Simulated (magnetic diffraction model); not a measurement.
**Magnetic neutron pattern of MnCuF3**

Space group P6_3/mmc (no. 194), a = 5.3420 Å, c = 4.4820 Å.

| site | atom | x | y | z |
| --- | --- | --- | --- | --- |
| 2d | Cu | 2/3 | 1/3 | 1/4 |
| 2a | Mn | 0 | 0 | 1/2 |
| 6h | F | 0.8304 | 0.6608 | 3/4 |

The compound is invented for this exercise: a known structure type with other elements, its cell scaled to their sizes and not relaxed.

Only Mn is taken to order (form factors of Mn2+); orders and moment sizes are assumed, and not adapted to the symmetry. Radiation: neutrons of λ = 2.52 Å, 2° to 100°; isotropic B of 0.28 Å² (Cu), 0.28 Å² (Mn) and 0.33 Å² (F). The intensities are simulated: I ∝ L Σ (|F_N|² + |F_M⊥|²) for unpolarised neutrons, with F_M = 2.695 fm/μB × Σ f(s) S exp(2πi Q·r) exp(−B s²) at Q = H ± k (one set where k and −k are equivalent), only the part normal to Q counting and L = 1/(sin²θ cos θ). For a modulated order the moment at position r is S exp(−2πi k·r) + c.c., with S = m/2 for a sine wave of amplitude m and S = m(u + iv)/2 for moments turning in a plane, u and v being orthogonal unit vectors in it; the phase factor of the sum at Q = H + k is then exp(2πi H·r). Form factors are spin-only for 3d ions and dipole or tabulated for f ions, scattering lengths are Sears's of 1992, and absorption is left out. A label names one of the reflections at its angle. The strongest nuclear line in the range is 100, and lines under 0.2 are left out.

Assume the order k = (1/3 1/3 0), moments turning in the plane of [100] and [001], 2.04 μB on Mn; signs + at (0, 0, 1/2), + at (0, 0, 0).

Predict the pattern, nuclear and magnetic parts apart.

| 2θ (°) | index | nuclear | magnetic |
| --- | --- | --- | --- |
| 18.09 | (1/3 1/3 0) | 0.0 | 14.3 |
| 31.61 | (1 0 0) | 12.3 | 0.0 |
| 36.66 | (2/3 2/3 0) | 0.0 | 2.9 |
| 46.09 | (1 0 1) | 1.2 | 0.0 |
| 49.17 | (4/3 1/3 0) | 0.0 | 2.7 |
| 56.29 | (1 1 0) | 0.5 | 0.0 |
| 66.01 | (2 0 0) | 34.0 | 0.0 |
| 68.42 | (0 0 2) | 33.7 | 0.0 |
| 69.08 | (5/3 2/3 0) | 0.0 | 1.0 |
| 71.44 | (1/3 1/3 2) | 0.0 | 0.6 |
| 75.61 | (2 0 1) | 100.0 | 0.0 |
| 77.33 | (1 0 2) | 1.2 | 0.0 |
| 77.95 | (4/3 4/3 0) | 0.0 | 0.3 |
| 80.22 | (2/3 2/3 2) | 0.0 | 0.5 |
| 86.54 | (7/3 1/3 0) | 0.0 | 0.5 |
| 88.76 | (4/3 1/3 2) | 0.0 | 0.7 |
| 92.21 | (2 1 0) | 3.0 | 0.0 |
| 94.43 | (1 1 2) | 6.0 | 0.0 |

The strongest magnetic line in the range is (1/3 1/3 0) at 18.09° (14.3). On top of the Lorentz factor, which all lines share, magnetic lines fade with angle because f falls: for Mn2+ it is 0.90, 0.66, 0.41 and 0.12 at sin θ/λ = 0.1, 0.2, 0.3 and 0.5 Å⁻¹, while nuclear lengths stay constant. The order has no net moment.
